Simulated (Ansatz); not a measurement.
# NiO2 monolayer (1T): phonons and vibrational spectra, part 2 of 3

Aim: the vibrations of NiO2 monolayer (1T), their spectra, and whether the structure is stable.

Ansatz 0.2.0; DFT PBEsol, scalar-relativistic, plane waves, PAW.

So far. Step 4 (Relaxing to small forces for the phonons): The largest force component left is 0.0020 meV/Å, within the tolerances set.

### Step 5. Modes at Γ

The zone centre comes first: it holds the modes that light can see, as far as symmetry allows. The response to a homogeneous field gives the Born charges and the dielectric tensor, and its change with displacement the Raman tensors.

input.yaml

```yaml
crystal:
  lattice:
    - [2.7833739096, 0.0, 0.0]
    - [-1.3916869548, 2.410472514, 0.0]
    - [0.0, 0.0, 28.308]
  atoms:
    - { symbol: Ni, position: [0.0, 0.0, 0.3532570298] }
    - { symbol: O, position: [0.3333333333, 0.6666666667, 0.3862288871] }
    - { symbol: O, position: [0.6666666667, 0.3333333333, 0.3202851726] }
  periodic: [true, true, false]
kpoints:
  mp_grid: { grid: [12, 12, 1] }
hamiltonian:
  xc: pbesol
scf:
  occupations: { method: fixed }
output:
  eigenvalues: true
phonons:
  method: dfpt
  dielectric: true
  raman: true
```

On the command line:

```sh
> ansatz run input.yaml --threads 8 --pin off --max-ram 14336MiB --backend cpu --events-out ev --progress --plain --runs-dir out
```

Numbers of over 12 decimals in the logs are rounded to 6 here.

Log:

```text
Warning: phonons.dielectric: true without phonons.rigid_motions: the static dielectric tensor ε⁰ will be withheld (ε∞, Z* and the rows of modes are given); for a crystal or a slab, whose only rigid motions are the translations, set phonons.rigid_motions: translations
Warning: crystal.symmetry: narrowed to the stabiliser of the run's FFT grids — unitary ops 12 → 6. A phonons.method: dfpt run fills in the rows of the dynamical matrix that it does not solve by its symmetry operations, which is exact only for operations that map its FFT grids onto themselves: filled in by any other, the frequencies could depend on the order in which like atoms are typed, or, by more than the grids' own error, on where the crystal sits among the grids' points. Excluded: 6 operations. The run can therefore solve more perturbations, solve them on more k-points, or both, and cost more. [rest of the remark cut]
[...]
Crystal: 3 atoms, lattice volume = 189.925 Å³
Basis set: ecut = 420 eV, 3755 PW (Γ), exchange–correlation on 40×40×384 points (8 copies of the dense FFT grid, shifted against one another)
Bands: 19, of which v1, the nominal top of the filled ones, is band 15 counted from 1 (14 counted from 0)
Symmetry: 12 space group operations
k-points: 43 of 144 (irreducible under 2 space group operations, time reversal used)
[...]
SCF iter   1: F=—  HF=-6923.851616 eV  |F-HF|=—  |Δ(HF+E_count)|=         —  Δρ=6.42e-3  dr2=3.99e-2  ethr=1.77e-3  ⟨swp⟩=6.4  Hψ=4409  notcnv=0  defer=86
[...]
SCF iter  10: F=-6923.836935 eV  HF=-6923.836935 eV  |F-HF|=3.64e-11  |Δ(HF+E_count)|=  1.69e-10  Δρ=8.67e-8  dr2=1.89e-11  ethr=1.00e-12  ⟨swp⟩=21.5  Hψ=9400  notcnv=0
SCF 1 converged in 10 iterations: F = -6923.836935 eV  dr2 = 1.89e-11
[...]
DFPT response loops at Γ: preconditioner auto → none (the input reference at scf.mixing.eps_inf says where Resta's filter doesn't serve); β = 0.50; Broyden in place of MSR1
── the response to a field inside a basis, on 18×18×2 k-points: an SCF that follows is theirs, and a resumed run solves both again ──
Bands: 16, of which v1, the nominal top of the filled ones, is band 15 counted from 1 (14 counted from 0)
k-points: 171 of 648 (irreducible under 2 space group operations, time reversal used)
[...]
Eigensolver: Dense (171 Hₖ)
SCF iter   1: F=—  HF=-6923.832561 eV  |F-HF|=—  |Δ(HF+E_count)|=         —  Δρ=2.50e-4  dr2=2.09e-5  ethr=1.00e-1
[...]
SCF iter   9: F=-6923.832566 eV  HF=-6923.832566 eV  |F-HF|=4.27e-11  |Δ(HF+E_count)|=  5.09e-11  Δρ=6.23e-8  dr2=5.74e-12  ethr=1.00e-12
SCF 1 converged in 9 iterations: F = -6923.832566 eV  dr2 = 5.74e-12
[...]
SCF converged after 10 iterations
Free energy (F): -6923.836935 eV
[...]
Internal energy: -6923.836935 eV  (E = F + TS)
E sigma→0 (E₀):  -6923.836935 eV
Fermi energy:    -8.055402 eV
[...]
--- Band table (eV; the first three rows and the last of 43) ---
  k-point 0: bands = [... 11 lower, -9.3875, -9.0480, -9.0480, -8.1283, -5.5977, -5.5977, -0.6932, -0.2673]
  k-point 1: bands = [... 11 lower, -9.2465, -9.1438, -8.8957, -8.0673, -5.8401, -5.6547, -0.4659, -0.0954]
  k-point 2: bands = [... 11 lower, -9.3403, -8.8428, -8.7123, -8.0755, -6.3900, -5.7718, 0.1521, 0.4118]
  k-point 42: bands = [... 11 lower, -10.1459, -9.4896, -9.0554, -8.3597, -6.4018, -6.3250, 4.0789, 4.1440]
--- Phonons (Γ-DFPT): 6 representative perturbations + reference, on 43 of 144 k-points (Σ response iterations 33) ---
  ASR residual: 2.060e-4 → 0.000e0 eV/Å²; symmetrization residual: 4.263e-6 eV/Å²
  The last average, over the group as it would stand without the narrowing to the FFT grids, took up to 8.417e-7 eV/Å² of the zone centre's force constants
  ASR residual per site (eV/Å²): 2.06e-4 1.01e-4 9.99e-5
  Γ frequencies (cm⁻¹): 0.00 0.00 0.00 496.92 496.92 571.89 577.99 577.99 659.19
  ε∞ (high-frequency dielectric tensor):
        3.188966    -0.000000     0.000000
        0.000000     3.188966     0.000000
        0.000000     0.000000     1.107258
  α∞ (the layer's polarisability for a field applied outside it; Å, Gaussian; ε∞ is over the cell's 28.308 Å):
        4.931038    -0.000000     0.000000
        0.000000     4.931038     0.000000
        0.000000     0.000000     0.241618
  ε⁰ (static dielectric tensor): not given — the deck does not say what the cell's rigid motions are, and on a molecule in a box or a wire the rigid rotations would enter the sum over the modes at Γ. For a crystal or a slab, whose only rigid motions are the translations, set phonons.rigid_motions: translations.
  Born effective charges Z* (e; rows j = field, columns β = displacement):
    site 0:
         3.69228   -0.00000    0.00000
         0.00000    3.69228    0.00000
         0.00000    0.00000    0.19115
    site 1:
        -1.84614    0.00000   -0.00000
        -0.00000   -1.84614   -0.00000
        -0.00000   -0.00000   -0.09558
    site 2:
        -1.84614    0.00000   -0.00000
        -0.00000   -1.84614   -0.00000
        -0.00000   -0.00000   -0.09558
  Z* charge neutrality: 1.511e-3 e pre-enforcement
  solved inside a basis spanned on kpoints, on 18×18×2 k-points: ε∞ is read to err by 9.5e-3, Z* by 2.1e-2 e (field_mesh: kpoints solves on kpoints); Z* is corrected for what the basis lacks
  Raman tensors (in the event stream and the table raman_tensors.tsv): an entry may err by 1.3e-1 Å², one of the second-order susceptibility by 1.2e-19 pm/V (basis, points and sum rule); their sum over the sites missed zero by 1.776e-15 Å² ahead of its enforcement
  optical modes at Γ without the LO–TO term, one row a degenerate level:
      ω (cm⁻¹)  modes    IR ((D/Å)²/amu)  static Raman (Å⁴/amu)  depolarisation
        496.92      2             0.0000               332.6388           0.750
        571.89      1             0.0000               100.1376           0.099
        577.99      2            30.3763                 0.0000               —
        659.19      1             0.0407                 0.0000               —
```

Run time: 2.8 min. Hardware: 8 threads of Arm Neoverse V2, shared host; peak memory 2.9 GiB.

In the SCF lines HF is the Harris–Foulkes energy and dr2 the Hartree energy of the density residual, in eV; the loop may stop once dr2 is under the threshold and the program's other checks hold. Hψ counts applications of the Hamiltonian.

This step gave:

```yaml
sum_rule_residual_before_enforcement: 2.06e-4 eV/Å²
miss_of_the_charge_sum_rule: 0.001511 e
estimated_error_of_the_dielectric_tensor: 0.009549
estimated_error_of_the_born_charges: 0.02107 e
point_group: -3m
highest_optical_mode_at_the_zone_centre_no_lo_to_term: 659.2 cm⁻¹
lowest_optical_zone_centre_mode: 496.9 cm⁻¹
largest_born_charge_third_of_the_trace: 2.525 e
```

Without the LO-TO term. Patterns of degenerate modes are one choice out of their space. Modes at Γ, with each element's share of the kinetic energy:

| mode | frequency (cm⁻¹) | symmetry | Ni % | O % |
| --- | --- | --- | --- | --- |
| 1 | 0.0 | acoustic | 65 | 35 |
| 2 | 0.0 | acoustic | 65 | 35 |
| 3 | 0.0 | acoustic | 65 | 35 |
| 4 | 496.9 | Eg | 0 | 100 |
| 5 | 496.9 | Eg | 0 | 100 |
| 6 | 571.9 | A1g | 0 | 100 |
| 7 | 578.0 | Eu | 35 | 65 |
| 8 | 578.0 | Eu | 35 | 65 |
| 9 | 659.2 | A2u | 35 | 65 |

Displacements in mode 5 (496.9 cm⁻¹), the largest set to 1:
```
Ni1  0.00  0.00  0.00
O2   1.00  0.08  0.00
O3  -1.00 -0.08  0.00
```

Displacements in mode 6 (571.9 cm⁻¹), the largest set to 1:
```
Ni1  0.00  0.00  0.00
O2   0.00  0.00 -1.00
O3   0.00  0.00  1.00
```

High-frequency dielectric tensor, averaged over the cell of height 28.3 Å or as lengthened by the program, vacuum included. Tensor:

|  | x | y | z |
| --- | --- | --- | --- |
| x | 3.189 | 0 | 0 |
| y | 0 | 3.189 | 0 |
| z | 0 | 0 | 1.107 |

Born charge (rows field, columns displacement) (e), principal values of the symmetric part by kind of site:

| atom | atoms with these values | low | middle | high | mean |
| --- | --- | --- | --- | --- | --- |
| Ni1 | 1 | 0.19 | 3.69 | 3.69 | 2.53 |
| O2 | 2 | -1.85 | -1.85 | -0.10 | -1.26 |

In full for O2:

```
-1.85  0.00  0.00
 0.00 -1.85  0.00
 0.00  0.00 -0.10
```

Transverse modes. Lines of the infrared spectrum (strongest = 100):

| position (cm⁻¹) | label | relative intensity |
| --- | --- | --- |
| 497 | Eg | 0.0 |
| 572 | A1g | 0.0 |
| 578 | Eu | 100 |
| 659 | A2u | 0.1 |

Activity x (w_L - w)^4 (n + 1)/w, 532 nm, 300 K; the tensors are static ones, while 532 nm light lies above the computed direct gap, where resonance would change the heights. Raman lines, with heights relative to the strongest:

| position (cm⁻¹) | label | relative intensity |
| --- | --- | --- |
| 497 | Eg | 100 |
| 572 | A1g | 25 |
| 578 | Eu | 0.0 |
| 659 | A2u | 0.0 |

Before it was imposed, the acoustic sum rule was missed by 2.1e-4 eV/Å² and the charge sum rule by 0.0015 e. Small misses are needed for a sound result but don't prove that mesh and cutoff are converged. The lowest optical mode is real, 497 cm⁻¹.

(Part 2 of 3 ends here.)

[Logs are printed without paths, hosts, clocks, repeated set-up lines and the standing remarks that a program may print on its own settings, such as how far it seeks lower states.]

[Hosts, paths, dates, database ids (printed as entryN), source tags and the programs' standing remarks are cut or masked in the printed files.]
